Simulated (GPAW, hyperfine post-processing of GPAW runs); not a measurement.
# MgV2O2F6: isotropic lines and sites in a paramagnetic 17O spectrum

Calculated values: DFT, revPBE+U, plane-wave PAW, GPAW setups, collinear spin, scalar-relativistic (GPAW), contact and point-dipole shifts scaled to 320 K with Θ = 0 K (a pure Curie law); spin-only moments, above the ordering temperature.

```cif
data_structure
_symmetry_space_group_name_H-M 'P 1'
_symmetry_Int_Tables_number 1
_cell_length_a 6.6638
_cell_length_b 6.6638
_cell_length_c 4.6061
_cell_angle_alpha 110.038
_cell_angle_beta 110.038
_cell_angle_gamma 40.482
_cell_volume 123.62
loop_
_atom_site_label
_atom_site_type_symbol
_atom_site_fract_x
_atom_site_fract_y
_atom_site_fract_z
_atom_site_occupancy
V1 V 0.95237 0.40919 0.20702 1
V2 V 0.59081 0.04763 0.79298 1
Mg3 Mg 0.24473 0.75527 0.50000 1
F4 F 0.89331 0.96396 0.15532 1
F5 F 0.65139 0.73708 0.91230 1
F6 F 0.59293 0.54898 0.29246 1
F7 F 0.03604 0.10669 0.84469 1
F8 F 0.26292 0.34861 0.08770 1
F9 F 0.45102 0.40707 0.70754 1
O10 O 0.83830 0.77172 0.52154 1
O11 O 0.22828 0.16170 0.47846 1
```

17O MAS at 9.4 T (54.3 MHz), 30 kHz, 320 K; contact and dipolar shift alone, no orbital or quadrupolar part; lines under 1.5 % of the strongest are left out. NMR lines, with heights relative to the strongest:

```tsv
position (ppm)	intensity
-3206.0	2.4
-2653.2	33
-2100.5	100
-1547.8	19
-995.1	8.3
```

**Question.** Which lines are isotropic ones rather than spinning sidebands, and which O atoms give them?

Sidebands are spaced by 553 ppm (the spinning rate over the resonance of 54.3 MHz). An isotropic line need not be the tallest: it is the area-weighted centre of its own family of sidebands, and the one that stays put when the rate is changed. Isotropic shifts: -2101 ppm for atom 10 and the 1 atom equivalent to it (bonded to 2 V at 1.70 to 2.02 Å), reduced anisotropy 1003 ppm.

[Logs are printed without paths, hosts, clocks, repeated set-up lines and the standing remarks that a program may print on its own settings, such as how far it seeks lower states.]

[Hosts, paths, dates, database ids (printed as entryN), source tags and the programs' standing remarks are cut or masked in the printed files.]
